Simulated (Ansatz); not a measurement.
# VSi2N4 monolayer in a perpendicular field, part 2 of 2

Aim: how the VSi2N4 monolayer screens a field along its normal, and what the field does to its bands. A positive field points along +c.

Ansatz 0.2.0; plane-wave DFT, PBE-D3(BJ), Ansatz PAW.

So far. Step 2 (Relaxing the slab): The lattice constant a goes from 2.920 to 2.866 Å.

### Step 3. Single point, field 0

A sawtooth potential applies the field, turning back in the middle of the vacuum. With the dipole correction the typed value is the field outside the slab. The induced dipole is small, so the SCF threshold is tight.

The cell differs from the one that the last finished run ended in (c 44.631 → 24.899 Å).

input.yaml reads:

```yaml
crystal:
  lattice:
    - [2.8662242255, 0.0, 0.0]
    - [-1.4331121128, 2.4822229922, 0.0]
    - [0.0, 0.0, 24.8989233898]
  atoms:
    - { symbol: "N", position: [0.0, 0.0, 0.3614614118] }
    - { symbol: Si, position: [0.3333333333, 0.6666666667, 0.3830028658] }
    - { symbol: "N", position: [0.3333333333, 0.6666666667, 0.4533164002], spin: -0.04 }
    - { symbol: V, position: [0.0, 0.0, 0.5], spin: 0.72 }
    - { symbol: "N", position: [0.3333333333, 0.6666666667, 0.5466835998], spin: -0.04 }
    - { symbol: Si, position: [0.3333333333, 0.6666666667, 0.6169971342] }
    - { symbol: "N", position: [0.0, 0.0, 0.6385385882] }
magnetization:
  spin_polarized: true
kpoints:
  mp_grid: { grid: [18, 18, 1] }
  band_path:
    path: [[0, 0, 0], [0.5, 0, 0], [0.33333333, 0.33333333, 0], [0, 0, 0]]
    npoints: 16
hamiltonian:
  xc: pbe
  dispersion: d3bj
scf:
  occupations: { method: fermi_dirac, width: 0.02585 }
  convergence: { dr2_threshold: 1.0e-10 }
efield:
  axis: 3
  dipole_correction: true
  ramp_position: 0.97
  ramp_width: 0.06
  amplitude: 0
output:
  dos: { projected: true, e_range: [-6, 5] }
  write_potential: true
  write_density: true
  volumetric_format: npy
  elf: true
```

On the command line:

```sh
$ ansatz run input.yaml --threads 2 --pin off --max-ram 3072MiB --backend cpu --events-out ev --progress --plain --runs-dir out
```

Numbers of over 12 decimals in the logs are rounded to 6 here.

Output:

```text
[...]
Crystal: 7 atoms, lattice volume = 177.146 Å³
Basis set: ecut = 420 eV, 3479 PW (Γ)
Bands: 28, of which v1, the nominal top of the filled ones, is band 21 counted from 1 (20 counted from 0)
Symmetry: 6 space group operations
k-points: 37 of 324 (time reversal used)
[...]
Starting moments: Σ|m| = 0.8 μB on 3 of 7 sites
[...]
SCF iter   1: F=—  HF=-5720.825358 eV  |F-HF|=—  |Δ(HF+E_count)|=         —  Δρ=5.40e-2 (↑5.40e-2 ↓4.87e-2)  dr2=1.93e1  dr2_m=1.60e-1  M=0.245 μB ∫|m|=0.277 μB  β_m=0.49  ethr=3.10e-3  p=0.000 e·Å  D=1.39e-13 V/Å  ΔV_dip=-0.00 eV  dr2_dipole=1.24e-8  V_vac-E_F(+/−)=7.06/7.06 eV  ⟨swp⟩=10.8  Hψ=13719  notcnv=0
[...]
efield: sawtooth ramp at fractional position 0.9700 (set: `efield.ramp_position`, or a place that a band, a saddle search or an elastic batch's reference lends), width 0.0600; the density the first Hamiltonian is built on has a dipole p = 0.000 e·Å; the dipole correction subtracts the counter field D = 1.39e-13 V/Å, which shifts the + side's vacuum level by -0.00 eV against the − side's; the planar-averaged density in the ramp window peaks in size at 1.4e-6 e/Å³
[...]
SCF iter   2: F=—  HF=-5723.542096 eV  |F-HF|=—  |Δ(HF+E_count)|=    2.72e0  Δρ=2.27e-2 (↑2.27e-2 ↓2.03e-2)  dr2=3.33e0  dr2_m=1.85e-2  M=0.351 μB ∫|m|=0.381 μB  β_m=0.39  ethr=3.10e-3  p=-0.000 e·Å  D=-9.00e-6 V/Å  ΔV_dip=0.00 eV  dr2_dipole=1.20e-9  V_vac-E_F(+/−)=5.82/5.82 eV  ⟨swp⟩=3.7  Hψ=5897  notcnv=0  defer=110
density mixer auto → msr1: a metal under ldos (density of states about μ 0.64 of a free-electron gas's, 16 screened modes)
SCF iter   3: F=—  HF=-5727.629267 eV  |F-HF|=—  |Δ(HF+E_count)|=    4.09e0  Δρ=1.29e-2 (↑9.53e-3 ↓1.29e-2)  dr2=4.56e-1  dr2_m=7.59e-2  M=0.706 μB ∫|m|=0.763 μB  β_m=0.54  ethr=3.10e-3  p=-0.000 e·Å  D=-7.32e-6 V/Å  ΔV_dip=0.00 eV  dr2_dipole=7.88e-10  V_vac-E_F(+/−)=5.10/5.10 eV  ⟨swp⟩=3.2  Hψ=4378  notcnv=0  defer=110
[...]
SCF iter  15: F=-5728.249151 eV  HF=-5728.249151 eV  |F-HF|=5.55e-11  |Δ(HF+E_count)|=  3.09e-10  Δρ=1.22e-7 (↑1.22e-7 ↓1.12e-7)  dr2=7.45e-11  dr2_m=8.60e-12  M=0.996 μB ∫|m|=1.179 μB  ethr=1.00e-12  p=-0.000 e·Å  D=-8.44e-8 V/Å  ΔV_dip=0.00 eV  dr2_dipole=9.71e-13  V_vac-E_F(+/−)=5.48/5.48 eV  ⟨swp⟩=12.1  Hψ=10705  notcnv=0
SCF 1 converged in 15 iterations: F = -5728.249151 eV  dr2 = 7.45e-11
[...]
NSCF: frozen V_eff on 49 k-points
efield: sawtooth ramp at fractional position 0.9700 (kept from the solve that this one continues, or follows in the run), width 0.0600; the density the first Hamiltonian is built on has a dipole p = -0.000 e·Å; the dipole correction subtracts the counter field D = -8.44e-8 V/Å, which shifts the + side's vacuum level by +0.00 eV against the − side's; the planar-averaged density in the ramp window peaks in size at 9.7e-7 e/Å³
SCF converged after 15 iterations
Magnetization: 0.9959 μB (20.9979 up, 20.0021 down)
Absolute magnetization: 1.1793 μB (∫|ρ↑−ρ↓|, with the PAW one-centre terms)
[...]
Per-site moments (μB) at R_I (Å): [(0.00302344, 0.717572), (0.00298568, 0.717572), (-0.036998, 0.722177), (0.741863, 0.834181), (-0.036998, 0.722177), (0.00298567, 0.717572), (0.00302342, 0.717572)]
Free energy (F): -5728.249151 eV
[...]
Internal energy: -5728.248639 eV  (E = F + TS)
E sigma→0 (E₀):  -5728.248895 eV
Entropy (-TS):   -0.000512 eV (-0.073 meV/atom)
Fermi energy:    0.970989 eV
Dipole field:    D = -0.000001 V/Å  (p = -0.000001 e·Å, saw-weighted, corrected)
Work function:   Φ+ = 5.4759 eV   Φ− = 5.4759 eV
Levels:          The Fermi level and band energies are counted from a zero that moves with the ramp; work functions are not
[...]
--- Band table (eV; the first three rows and the last of 74) ---
  k-point 0 ↑: bands = [... 17 lower, -0.9854, -0.9699, -0.9699, 0.9345, 3.4630, 3.4630, 3.5378, 3.5378, ... 3 higher]
  k-point 1 ↑: bands = [... 17 lower, -1.1476, -1.0287, -0.8321, 0.9056, 3.4118, 3.4516, 3.5044, 3.5260, ... 3 higher]
  k-point 2 ↑: bands = [... 17 lower, -1.3429, -1.1895, -0.7798, 0.7863, 3.2910, 3.3398, 3.4080, 3.6957, ... 3 higher]
  k-point 36 ↓: bands = [... 17 lower, -2.7545, -1.0903, -0.4772, 1.4022, 3.0470, 3.9373, 4.2687, 4.8691, ... 3 higher]
```

Wall time 29 s (2 threads of Intel Xeon Platinum 8488C (Sapphire Rapids), shared host); peak memory 0.73 GiB.

This step gave:

| Property | Result |
| --- | --- |
| energy at zero smearing | -5728.2489 eV |
| total moment | 0.9959 μB |
| site moments | 0.003023, 0.002986, -0.03700, 0.7419, -0.03700, 0.002986, 0.003023 μB |
| dipole along the normal | -1.46e-6 e·Å |
| gap along the path | 0.1502 eV |
| ionisation energy, upper face | 5.512 eV |
| electron affinity, upper face | 5.362 eV |
| gap, the smaller of path and mesh | 0.1502 eV |

Running mean over a fixed 2.6 Å (it still follows the layers) of the planar mean; the ramp of the sawtooth is left out. Table of electron's electrostatic potential energy less the Fermi level by z:

```csv
z (Å),electron's electrostatic potential energy less the Fermi level (eV)
3.5,5.48
4.0,5.48
4.5,5.48
5.0,5.48
5.5,5.47
6.0,5.46
6.5,5.39
7.0,5.02
7.5,3.06
8.0,-1.47
8.5,-5.99
9.0,-8.62
9.5,-9.61
10.0,-10.4
10.5,-9.10
11.0,-7.44
11.5,-7.61
12.0,-9.11
12.5,-9.90
13.0,-8.79
13.5,-7.43
14.0,-7.63
14.5,-9.54
15.0,-10.3
15.5,-9.42
16.0,-8.27
16.5,-5.20
17.0,-0.445
17.5,3.68
18.0,5.16
18.5,5.41
19.0,5.46
19.5,5.47
20.0,5.48
20.5,5.48
21.0,5.48
21.5,5.48
```

The density of states has structure finer than the step of the table below, so its rows give means over 0.25 eV, whole bins alone (the curve runs from -6 to 2.11 eV). Peaks (eV: height): total -5.530: 10.7, -5.230: 11.4, -3.190: 6.69, -3.080: 6.41, -2.280: 7.48, -2.140: 10.3, 0.150: 8.93; up -5.530: 6.64, -5.260: 6.18, -3.190: 4.13, -2.280: 4.05, -2.170: 4.98, -0.980: 5.72, 1.880: 4.01; down -5.750: 2.78, -5.500: 5.82, -5.230: 6.38, -3.080: 3.55, -2.220: 3.73, -2.140: 7.10, 0.150: 8.93.

Table of density of states by energy, zero at the Fermi level of the run, which the smearing sets inside the gap; means over each step; values in states/eV a cell:

```csv
energy (eV),total,up,down
-5.75,3.45,1.73,1.71
-5.50,4.48,2.24,2.24
-5.25,7.46,3.81,3.65
-5.00,3.50,1.55,1.95
-4.75,2.27,1.11,1.16
-4.50,2.47,1.33,1.14
-4.25,3.27,1.63,1.65
-4.00,2.66,1.30,1.36
-3.75,2.39,1.22,1.17
-3.50,3.25,1.79,1.47
-3.25,4.96,2.71,2.25
-3.00,4.64,2.07,2.57
-2.75,3.71,1.86,1.85
-2.50,4.07,2.12,1.95
-2.25,6.99,3.41,3.58
-2.00,4.70,1.98,2.72
-1.75,2.35,1.15,1.20
-1.50,0.525,0.257,0.269
-1.25,0,0,0
-1.00,1.91,1.91,0
-0.75,1.25,1.25,0
-0.50,0.527,0.527,0
-0.25,0.257,0.257,0
0.00,0.682,0.102,0.581
0.25,2.99,0,2.99
0.50,0.468,0,0.468
0.75,0.440,0.189,0.251
1.00,0.574,0.341,0.233
1.25,0.658,0.572,0.0862
1.50,1.07,1.07,0
1.75,2.10,2.10,0
```

Projected DOS per atom over height of the atomic layer and energy from the Fermi level. Layers: N Si N V N Si N from below.

Values in states/eV, 22 rows by 7 columns, each cell a mean:
```
0.05 0.05 0.25 1.49 0.25 0.05 0.05
0.01 0.02 0.09 0.96 0.09 0.02 0.01
0.01 0.00 0.04 0.53 0.04 0.00 0.01
0.00 0.00 0.03 0.40 0.03 0.00 0.00
0.01 0.01 0.03 0.70 0.03 0.01 0.01
0.02 0.01 0.06 1.35 0.06 0.01 0.02
0.01 0.00 0.02 0.23 0.02 0.00 0.01
0.01 0.01 0.05 0.83 0.05 0.01 0.01
0.02 0.01 0.06 1.17 0.06 0.01 0.02
0.07 0.00 0.06 0.00 0.06 0.00 0.07
0.39 0.01 0.66 0.14 0.66 0.01 0.39
1.21 0.03 1.51 0.74 1.51 0.03 1.21
0.54 0.03 1.10 0.85 1.10 0.03 0.54
0.62 0.05 0.93 0.79 0.93 0.05 0.62
0.77 0.10 1.08 0.88 1.08 0.10 0.77
0.37 0.08 0.68 0.50 0.68 0.08 0.37
0.53 0.08 0.47 0.45 0.47 0.08 0.53
0.65 0.14 0.48 0.46 0.48 0.14 0.65
0.61 0.14 0.26 0.20 0.26 0.14 0.61
1.25 0.38 0.90 0.54 0.90 0.38 1.25
0.88 0.33 0.84 0.50 0.84 0.33 0.88
0.61 0.28 0.65 0.30 0.65 0.28 0.61
```
Columns: height of the atomic layer (Å) from 9 to 15.9 (not evenly spaced); rows upwards: energy from the Fermi level (eV) from -5.96 to 2.05.

Projected DOS per atom, spin up over height of the atomic layer and energy from the Fermi level. Layers: N Si N V N Si N from below.

Ten even steps from '0' (0.00 states/eV) to '9' (1.49 states/eV), each cell a mean:
```
0019100
0006000
0002000
0001000
0000000
0000000
0001000
0005000
0007000
0000000
1010101
3042403
1032301
1022201
2033302
1021201
1011101
2011102
2000002
4121214
3132313
1021201
```
Columns: height of the atomic layer (Å) from 9 to 15.9 (not evenly spaced); rows upwards: energy from the Fermi level (eV) from -5.96 to 2.05.

Projected DOS per atom, spin down over height of the atomic layer and energy from the Fermi level. Layers: N Si N V N Si N from below.

Ten even steps from '0' (0.00 states/eV) to '9' (1.30 states/eV), each cell a mean:
```
0000000
0000000
0000000
0001000
0005000
0009000
0000000
0000000
0000000
0000000
1020201
4062604
1043401
2033302
2032302
1021201
2011102
2011102
2010102
5132315
3121213
2121212
```
Columns: height of the atomic layer (Å) from 9 to 15.9 (not evenly spaced); rows upwards: energy from the Fermi level (eV) from -5.96 to 2.05.

Deep bands are left out, so band numbers here count from the lowest band kept and differ from the log's. Electronic bands along the path, in eV, zero at the Fermi level of the run, which the smearing sets inside the gap; # counts the bands kept:

```csv
point,up #12,up #13,up #14,up #15,down #10,down #11,down #12,down #13
Γ,-1.94,-0.04,2.49,2.49,-1.96,-1.81,-1.81,1.20
halfway,-2.04,-0.80,1.99,2.02,-2.63,-2.44,-2.02,0.38
M,-1.88,-0.95,1.49,1.53,-2.52,-2.39,-1.85,0.12
halfway,-1.83,-0.74,1.09,2.02,-3.05,-2.14,-1.81,0.24
K,-1.46,-0.45,0.65,2.46,-3.73,-2.06,-1.45,0.43
halfway,-2.15,-0.92,1.84,2.00,-2.47,-2.27,-2.12,0.24
Γ,-1.94,-0.04,2.49,2.49,-1.96,-1.81,-1.81,1.20
```

Spin density in the ca plane at fractional y = 0.667, with atoms of Si and N within 0.2 Å of it.

Values in units of 1e-2 e/Å³, 5 rows by 16 columns, each cell a mean:
```
 0.0  0.0  0.0  0.0  0.0  0.0  0.0  0.6  8.0  2.9  0.2  0.0  0.0  0.0  0.0  0.0
 0.0  0.0  0.0  0.0  0.0  0.0  0.1  0.0  4.7  1.6  0.0  0.1  0.0  0.0  0.0  0.0
 0.0  0.0  0.0  0.0  0.0  0.0  0.5 -2.4 -0.1 -2.0 -0.5  0.3  0.0  0.0  0.0  0.0
 0.0  0.0  0.0  0.0  0.0  0.0  0.7 -2.2 -0.7 -2.6  0.1  0.3  0.0  0.0  0.0  0.0
 0.0  0.0  0.0  0.0  0.0  0.0  0.2 -0.7  2.7  0.5 -0.3  0.1  0.0  0.0  0.0  0.0
```
Columns run along c (16.0 Å, from fractional 0.16 to 0.80 of the cell), rows up along a (2.9 Å). Atoms in or near the plane, at fractional coordinates: Si at (0.38, 0.33), N at (0.45, 0.33), N at (0.55, 0.33), Si at (0.62, 0.33).

ELF in the ca plane at fractional y = 0.667, with atoms of Si and N within 0.2 Å of it. It is the smooth field of the valence electrons, not physical close to the nuclei.

Ten even steps from '0' (0.00) to '9' (0.88), each cell a mean:
```
00000000000000000136788731122112112111478775
00000000000000000136788631112112112111478775
00000000000000000024688633467411257642478763
00000000000000000002455336888841598885245531
00000000000000000001221239954852773798221220
00000000000000000001211249943852772698231210
00000000000000000002454237888841698886235531
00000000000000000024688633577511267643478753
```
Columns run along c (16.0 Å, from fractional 0.05 to 0.69 of the cell), rows up along a (2.9 Å). Atoms in or near the plane, at fractional coordinates: Si at (0.38, 0.33), N at (0.45, 0.33), N at (0.55, 0.33), Si at (0.62, 0.33).

Electrostatic potential energy in the ca plane at fractional y = 0.667, with atoms of Si and N within 0.2 Å of it. With pseudopotentials it is smooth inside the atoms' cores, unlike the true potential.

Ten even steps from '0' (-58 eV) to '9' (6 eV), each cell a mean:
```
99999999999999888899998667899998889999999999
99999999999999888899998667899998889999999999
99999999999999877889988778889987778999999999
99999999999998632577557888646863247999999999
99999999999997300264005897102640016899999999
99999999999997300264005897102630016899999999
99999999999998521477447888536862147999999999
99999999999999876789888778889987678999999999
```
Columns run along c (16.0 Å, from fractional 0.16 to 0.80 of the cell; values clipped at the 3rd and 97th percentile), rows up along a (2.9 Å). Atoms in or near the plane, at fractional coordinates: Si at (0.38, 0.33), N at (0.45, 0.33), N at (0.55, 0.33), Si at (0.62, 0.33).

The gap is 0.15 eV, with the valence edge 5.51 eV and the conduction edge 5.36 eV under the upper vacuum level.

### Step 4. Single point, field 0.1 V/Å

Changes to input.yaml since step 3:

```diff
@@ -31,5 +31,4 @@
   ramp_width: 0.06
-  amplitude: 0
+  amplitude: 0.1
 output:
-  dos: { projected: true, e_range: [-6, 5] }
   write_potential: true
@@ -37,2 +36 @@
   volumetric_format: npy
-  elf: true
```

Output:

```text
[...]
Crystal: 7 atoms, lattice volume = 177.146 Å³
Basis set: ecut = 420 eV, 3479 PW (Γ)
Bands: 28, of which v1, the nominal top of the filled ones, is band 21 counted from 1 (20 counted from 0)
Symmetry: 6 space group operations
k-points: 37 of 324 (time reversal used)
[...]
Starting moments: Σ|m| = 0.8 μB on 3 of 7 sites
[...]
k-point 1 ↑: bands = [... 17 lower, -1.1476, -1.0289, -0.8322, 0.9054, 3.4109, 3.4520, 3.5036, 3.5264, ... 3 higher]
  k-point 2 ↑: bands = [... 17 lower, -1.3428, -1.1897, -0.7799, 0.7861, 3.2898, 3.3404, 3.4077, 3.6956, ... 3 higher]
  k-point 36 ↓: bands = [... 17 lower, -2.7547, -1.0920, -0.4756, 1.4020, 3.0468, 3.9369, 4.2685, 4.8689, ... 3 higher]
[key lines of the parts left out:]
SCF converged after 16 iterations
Magnetization: 0.9959 μB (20.9979 up, 20.0021 down)
Free energy (F): -5728.250689 eV
Fermi energy:    0.970812 eV
Dipole field:    D = 0.031434 V/Å  (p = 0.030773 e·Å, saw-weighted, corrected)
```

Elapsed: 34 s, on 2 threads; peak memory 0.74 GiB.

The dipole is 0.0308 e·Å, and the gap 0.150 eV.

### Step 5. Atoms held, field -0.1 V/Å

Changes to input.yaml since step 4:

```diff
@@ -31,3 +31,3 @@
   ramp_width: 0.06
-  amplitude: 0.1
+  amplitude: -0.1
 output:
```

Output:

```text
[...]
Crystal: 7 atoms, lattice volume = 177.146 Å³
Basis set: ecut = 420 eV, 3479 PW (Γ)
Bands: 28, of which v1, the nominal top of the filled ones, is band 21 counted from 1 (20 counted from 0)
Symmetry: 6 space group operations
k-points: 37 of 324 (time reversal used)
[...]
Starting moments: Σ|m| = 0.8 μB on 3 of 7 sites
[...]
k-point 1 ↑: bands = [... 17 lower, -1.1476, -1.0289, -0.8322, 0.9054, 3.4109, 3.4520, 3.5036, 3.5264, ... 3 higher]
  k-point 2 ↑: bands = [... 17 lower, -1.3428, -1.1897, -0.7799, 0.7861, 3.2898, 3.3404, 3.4077, 3.6956, ... 3 higher]
  k-point 36 ↓: bands = [... 17 lower, -2.7547, -1.0920, -0.4756, 1.4020, 3.0468, 3.9369, 4.2685, 4.8689, ... 3 higher]
[key lines of the parts left out:]
SCF converged after 16 iterations
Magnetization: 0.9959 μB (20.9979 up, 20.0021 down)
Free energy (F): -5728.250689 eV
Fermi energy:    0.970811 eV
Dipole field:    D = -0.031435 V/Å  (p = -0.030774 e·Å, saw-weighted, corrected)
```

Elapsed: 29 s, on 2 threads; peak memory 0.76 GiB.

The dipole is -0.0308 e·Å, and the gap 0.150 eV.

### Step 6. Response, atoms held

This step: plane-wave DFT, PBE-D3(BJ), Ansatz PAW; response to a field along the normal, atoms held (Ansatz 0.2.0).

The dipoles give the slope, and the difference of two potentials shows where the field is screened.

This step gave:

- equivalent conductor thickness p/(ε₀AE): 7.827 Å
- distance between the outer atoms: 6.899 Å

Dipole of the cell against applied field:

```csv
applied field (V/Å),dipole of the cell (e·Å)
-0.1000,-0.0308
0.0000,-1.5e-6
0.1000,0.0308
```

The total moment stays at 0.996 μB for applied field from -0.1 to 0.1 V/Å.

Local field over the applied field, running mean. From the potentials at -0.1 and 0.1 V/Å; running mean over 2.5 Å. Table of local field over applied field by z:

```csv
z (Å),local field over applied field
5,0.999
6,0.983
7,0.869
8,0.561
9,0.277
10,0.166
11,0.128
12,0.0614
13,0.0672
14,0.132
15,0.170
16,0.298
17,0.596
18,0.891
19,0.987
20,0.999
```

The induced electron density oscillates, so the rows of the table below give means over windows of 1 Å about each position, cut where the curve ends. Its maxima inside the range that stand out by 2 % of the span (Å: e/Å³ per V/Å): 8.2: 0.00391, 9.1: 0.00121, 10.5: 0.00138, 11.3: 0.00154, 13.0: 7.5e-4, 14.0: -4.1e-4, 15.2: 0.00197, 16.0: -4.4e-4. Its minima: 8.9: 4.4e-4, 9.7: -0.00197, 10.9: 4.1e-4, 11.9: -7.5e-4, 13.6: -0.00154, 14.4: -0.00138, 15.8: -0.00121, 16.7: -0.00391.

Electrons, planar mean, per unit field. Induced electron density against z; means over each step:

```csv
z (Å),induced electron density (e/Å³ per V/Å)
5,7.0e-6
6,8.5e-5
7,7.9e-4
8,0.00314
9,9.1e-4
10,-5.3e-4
11,9.7e-4
12,-2.6e-4
13,1.4e-4
14,-9.8e-4
15,7.3e-4
16,-0.00129
17,-0.00299
18,-6.4e-4
19,-6.8e-5
20,-5.3e-6
```

By hand: between -0.1 and 0.1 V/Å the dipole changes by 0.06155 e·Å, a slope of 0.3077 e·Å²/V. A perfect conductor of thickness t has p = ε₀AEt, so t = 180.95 × 0.3077 / 7.115 = 7.83 Å (e/ε₀ = 180.95 V·Å, A in Å²).

The induced dipole is that of a conductor 7.83 Å thick.

### Step 7. What came out

| Property | Result |
| --- | --- |
| gap without field | 0.150 eV |
| ionisation energy, upper face | 5.51 eV |
| electron affinity, upper face | 5.36 eV |
| equivalent conductor thickness, atoms held | 7.83 Å |

In words: The induced dipole equals that of a perfect conductor 7.83 Å thick, while the outer atoms lie 6.90 Å apart; an out-of-plane ε follows only once a thickness t is chosen, by 1 − 1/ε = 7.83 Å / t. The gap stays within 0.01 eV of 0.15 eV over the fields run, up to 0.1 V/Å in size. Semilocal functionals give gaps that are too small, and excitons are not included. The magnetic order is the one reached from the typed start; other orders were not compared. The outer anions sit over the metal atoms, one of several polytypes of such layers and not the lowest for every compound.

[Logs are printed without paths, hosts, clocks, repeated set-up lines and the standing remarks that a program may print on its own settings, such as how far it seeks lower states.]

[Hosts, paths, dates, database ids (printed as entryN), source tags and the programs' standing remarks are cut or masked in the printed files.]

[Maps of the electrostatic potential energy from Ansatz leave out the sawtooth potential of an applied field or a dipole correction, so their vacuum need not be flat; planar profiles and work functions include it.]
